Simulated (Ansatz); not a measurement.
# AlPt (Pt on 50 % of the Al sites, one arrangement): core-level shifts, part 3 of 3

Aim: core-level shifts of both metals in AlPt (Pt on 50 % of the Al sites, one arrangement), site by site. Spin–orbit coupling is left out of the bands throughout.

Ansatz 0.2.0; DFT, r2SCAN, plane-wave PAW, default files, scalar-relativistic.

So far. Step 3 (Valence states): The largest force component on a free atom is 0.030 eV/Å, a little over the usual target of 0.03 eV/Å. At the Fermi level the DOS is 5.09 states/eV a cell, and on the broadened curves Al 3p holds 42 % of the total there.

## (4) Core holes

XPS shifts tell sites apart. Each chosen atom gets a core hole in a self-consistent pass of its own.

File input.yaml:

```yaml
crystal:
  lattice:
    - [-4.0053058443, 4.0053058443, 4.0053058443]
    - [4.0053058443, -4.0053058443, 4.0053058443]
    - [4.0053058443, 4.0053058443, -4.0053058443]
  atoms:
    - { symbol: Pt, position: [-0.0086411723, 0.2449848393, 0.8104693403] }
    - { symbol: Pt, position: [0.0026433486, 0.4857194394, 0.4505282685] }
    - { symbol: Al, position: [0.013377295, 0.756414134, 0.2548417019] }
    - { symbol: Pt_h, position: [0.2129498528, -0.0108835438, 0.7086991355] }
    - { symbol: Al, position: [0.0620722798, 0.0293891051, 0.0261954946] }
    - { symbol: Al_h, position: [0.2441748986, 0.2655345357, 0.5230242362] }
    - { symbol: Al, position: [0.2633295403, 0.5167739844, 0.243920418] }
    - { symbol: Al_h, position: [0.4361547438, 0.7563190704, 0.7775153274] }
    - { symbol: Pt, position: [0.20013539, 0.7431218926, 0.0033481518] }
    - { symbol: Pt, position: [0.5061256981, -0.0501534278, 0.5165308848] }
    - { symbol: Pt_h, position: [0.5070867248, 0.3263891182, 0.3177377558] }
    - { symbol: Al_h, position: [0.7615740056, 0.4511201877, 0.7295751573] }
    - { symbol: Pt_h, position: [0.5371361544, 0.4937781555, -0.0367864518] }
    - { symbol: Al, position: [0.7547792471, 0.7698712327, 0.468299054] }
    - { symbol: Pt, position: [0.7935973097, -0.0080110283, 0.2067757044] }
    - { symbol: Al, position: [0.7135046838, 0.229632305, -0.0006741787] }
kpoints:
  mp_grid: { grid: [6, 6, 6] }
scf:
  occupations: { method: fermi_dirac, width: 0.08 }
  n_extra_bands: 16
hamiltonian:
  xc: r2scan
  pseudopotentials: { kind: paw }
output:
  forces: true
  core_levels:
    shells: { Al_h: "2p", Pt_h: "4f" }
    counted_from: fermi_level
    add_spin: false
```

Launch:

```console
$ ansatz run input.yaml --threads 4 --pin off --max-ram 14336MiB --backend cpu --events-out ev --progress --plain --runs-dir out
```

Numbers of over 12 decimals in the logs are rounded to 6 here.

The log of the run:

```text
[...]
Crystal: 16 atoms, lattice volume = 257.020 Å³
Basis set: ecut = 500 eV, 6531 PW (Γ), exchange–correlation on 216×216×216 points (64 copies of the dense FFT grid, shifted against one another)
Bands: 100, of which v1, the nominal top of the filled ones, is band 84 counted from 1 (83 counted from 0)
Symmetry: 1 space group operations
[...]
k-points: 112 of 216 (time reversal used)
[...]
SCF iter   1: F=—  HF=-104630.837398 eV  |F-HF|=—  |Δ(HF+E_count)|=         —  Δρ=1.40e-2  dr2=7.62e-1  dr2_τ=2.11e-1  ethr=1.77e-3  ⟨swp⟩=6.0  Hψ=43119  notcnv=0  defer=155
[...]
SCF iter  10: F=-104630.882473 eV  HF=-104630.882473 eV  |F-HF|=6.26e-10  |Δ(HF+E_count)|=   1.74e-8  Δρ=1.99e-6  dr2=1.67e-8  dr2_τ=7.32e-10  ethr=5.95e-11  ⟨swp⟩=10.8  Hψ=44689  notcnv=0
SCF 1 converged in 10 iterations: F = -104630.882473 eV  dr2 = 1.67e-8
[...]
── core hole 1/6: 4f of Pt_h 3 ──
── 4f of Pt_h 3: 73.420 eV over the cell without the hole, in 12 iterations ──
── core hole 2/6: 2p of Al_h 5 ──
── 2p of Al_h 5: 74.896 eV over the cell without the hole, in 12 iterations ──
── core hole 3/6: 2p of Al_h 7 ──
── 2p of Al_h 7: 74.771 eV over the cell without the hole, in 12 iterations ──
── core hole 4/6: 4f of Pt_h 10 ──
── 4f of Pt_h 10: 73.496 eV over the cell without the hole, in 12 iterations ──
── core hole 5/6: 2p of Al_h 11 ──
── 2p of Al_h 11: 74.731 eV over the cell without the hole, in 11 iterations ──
── core hole 6/6: 4f of Pt_h 12 ──
── 4f of Pt_h 12: 73.568 eV over the cell without the hole, in 12 iterations ──
SCF converged after 10 iterations
Free energy (F): -104630.882473 eV
[...]
Internal energy: -104630.773210 eV  (E = F + TS)
E sigma→0 (E₀):  -104630.827841 eV
Entropy (-TS):   -0.109263 eV (-6.829 meV/atom)
Fermi energy:    14.904565 eV
[...]
--- Forces (eV/Å), atoms counted from 1 ---
  atom   1  Pt       0.00978917    -0.00651414    -0.01092612
  atom   2  Pt       0.00548934     0.00595942     0.02102854
  atom   3  Al      -0.01029233    -0.01322049    -0.00381914
  atom   4  Pt_h    -0.01503462     0.01158698    -0.00787002
  atom   5  Al      -0.00226834    -0.00121814    -0.00886074
  atom   6  Al_h    -0.00528049    -0.00616847     0.01805430
  atom   7  Al      -0.00716155     0.00421212    -0.00795467
  atom   8  Al_h    -0.01738477    -0.00480170    -0.00139605
  atom   9  Pt       0.00949713    -0.00355226    -0.03005736
  atom  10  Pt       0.01633761     0.00109585     0.00386587
  atom  11  Pt_h     0.00142976    -0.01042374    -0.00249061
  atom  12  Al_h     0.00387643     0.00243308     0.01035517
  atom  13  Pt_h    -0.01119049     0.01224278     0.00265354
  atom  14  Al      -0.00418608    -0.00108215     0.00058027
  atom  15  Pt       0.01900707     0.00324484     0.01088538
  atom  16  Al       0.00737916     0.00621099     0.00595734
  max |Σ_I F_I| component: 6.98e-6 eV/Å
--- Band table (eV; the first three rows and the last of 112) ---
  k-point 0: bands = [... 80 lower, 13.4319, 13.4466, 13.8075, 13.8825, 14.2413, 14.6641, 14.9540, 15.2505, ... 12 higher]
  k-point 1: bands = [... 80 lower, 13.3712, 13.6850, 13.8570, 14.0759, 14.3786, 14.7590, 15.0525, 15.3061, ... 12 higher]
  k-point 2: bands = [... 80 lower, 13.3458, 13.7922, 14.2464, 14.4245, 14.7720, 15.1372, 15.6929, 15.8490, ... 12 higher]
  k-point 111: bands = [... 80 lower, 12.9656, 13.2084, 15.6422, 15.8350, 16.0719, 16.2167, 16.8264, 17.0026, ... 12 higher]
--- Core levels from the Fermi level (as output.core_levels.counted_from types it; a hole's nearest image at 6.9 Å) ---
  the holes have no spin, as output.core_levels.add_spin types it
  atom         alike  shell      binding/eV   shift/eV difference/eV images/eV   SCF
  Pt_h 3           1     4f          73.420     +0.000        73.420         –    12
  Al_h 5           1     2p          74.896     +0.000        74.896         –    12
  Al_h 7           1     2p          74.771     -0.125        74.771         –    12
  Pt_h 10          1     4f          73.496     +0.076        73.496         –    12
  Al_h 11          1     2p          74.731     -0.165        74.731         –    11
  Pt_h 12          1     4f          73.568     +0.148        73.568         –    12
  the dataset of Pt_h with a 4f hole: scattering error 0.004 eV; free atom: scalar-relativistic, large and small components
  the two lines of Pt_h's 4f: 4f5/2 +1.890 eV and 4f7/2 -1.418 eV off its levels, 3 : 4 in strength
  the dataset of Al_h with a 2p hole: scattering error 0.001 eV (0.004 eV in the local channel); free atom: scalar-relativistic, large and small components
  the two lines of Al_h's 2p: 2p1/2 +0.276 eV and 2p3/2 -0.138 eV off its levels, 1 : 2 in strength
```

Run time: 24 min. Hardware: 4 threads of Arm Neoverse V2, shared host; peak memory 3 GiB.

Levels are total-energy differences with one electron taken from the core. The electron goes to the Fermi level, so the difference is a binding energy from E_F. The hole's nearest image is 6.9 Å away, and the holes carry no spin, so absolute levels are rough.

```
atom  region  shell  level (eV)  shift (eV)   j lines (eV)  doubts
 Pt4       -     4f       73.42       -0.15  75.31 / 72.00       -
 Al6       -     2p       74.90       +0.17  75.17 / 74.76       -
 Al8       -     2p       74.77       +0.04  75.05 / 74.63       -
Pt11       -     4f       73.50       -0.07  75.39 / 72.08       -
Al12       -     2p       74.73       +0.00  75.01 / 74.59       -
Pt13       -     4f       73.57       +0.00  75.46 / 72.15       -
```

Levels of p, d and f shells are means over their two j lines, weighted by degeneracy; the splitting comes from the atom's own solve. Shifts count from the last listed atom of each element.

The Pt 4f lines of the listed atoms alone (other atoms of the cell aren't counted), as Gaussians 0.5 eV wide, no depth weighting. Intensity against Pt 4f level; read off at these points:

Pt 4f level (eV), intensity (%) and a bar:
```
    71.00          0 
    71.20          0 
    71.40          1 
    71.60         10 ###
    71.80         46 ##############
    72.00         94 ############################
    72.07        100 ##############################
    72.20         86 ##########################
    72.40         35 ##########
    72.60          6 ##
    72.80          0 
    73.00          0 
    73.20          0 
    73.40          0 
    73.60          0 
    73.80          0 
    74.00          0 
    74.20          0 
    74.40          0 
    74.60          0 
    74.80          2 #
    75.00         16 #####
    75.20         53 ################
    75.40         75 ######################
    75.60         47 ##############
    75.80         13 ####
    76.00          2 
    76.20          0 
    76.40          0
```

The Al 2p lines of the listed atoms alone (other atoms of the cell aren't counted), as Gaussians 0.3 eV wide, no depth weighting. Table of intensity by Al 2p level; read off at these points:

```csv
Al 2p level (eV),intensity (%)
74.00,9.5e-4
74.10,0.0280
74.20,0.452
74.30,4.07
74.40,20.1
74.50,56.5
74.60,93.1
74.65,100.0
74.70,96.4
74.80,71.1
74.90,52.2
75.00,51.8
75.10,49.8
75.20,34.3
75.30,15.7
75.40,4.49
75.50,0.760
75.60,0.0723
75.70,0.00372
```

## (5) Summary of results

```yaml
spread_of_the_pt_level_over_the_listed_sites: 0.15 eV
spread_of_the_al_level_over_the_listed_sites: 0.17 eV
strongest_listed_peak_within_13_ev_of_the_zero_at_1486p7_ev: 3.5 eV binding, mostly Pt 5d
strongest_listed_peak_within_13_ev_of_the_zero_at_21p2_ev: 3.5 eV binding, mostly Pt 5d
pt_5d_centre_of_the_filled_part: -3.98 eV (9.1 states an atom)
```

**Reading.** Over the listed sites the core levels spread as follows: Pt 0.15 eV and Al 0.17 eV. Among the sites run, the most bound Al 2p level is that of Al6, bonded to 6 Pt and 5 Al; the least bound, 0.17 eV shallower, that of Al12, bonded to 6 Pt and 3 Al. At 21.2 eV the valence spectrum has its highest listed peak within 10.8 eV at 3.5 eV (Pt 5d). At 1486.7 eV the valence spectrum has its highest listed peak within 12.7 eV at 3.5 eV (Pt 5d). The shell named is the one with most of the intensity, cross sections included, not always the one with most states there. Spin–orbit coupling is left out, which matters for the heavy atoms here. Shifts mix charge transfer, volume and screening, so their sign doesn't give the direction of charge flow by itself.

[Logs are printed without paths, hosts, clocks, repeated set-up lines and the standing remarks that a program may print on its own settings, such as how far it seeks lower states.]

[Hosts, paths, dates, database ids (printed as entryN), source tags and the programs' standing remarks are cut or masked in the printed files.]

[Maps of the electrostatic potential energy from Ansatz leave out the sawtooth potential of an applied field or a dipole correction, so their vacuum need not be flat; work functions include it.]
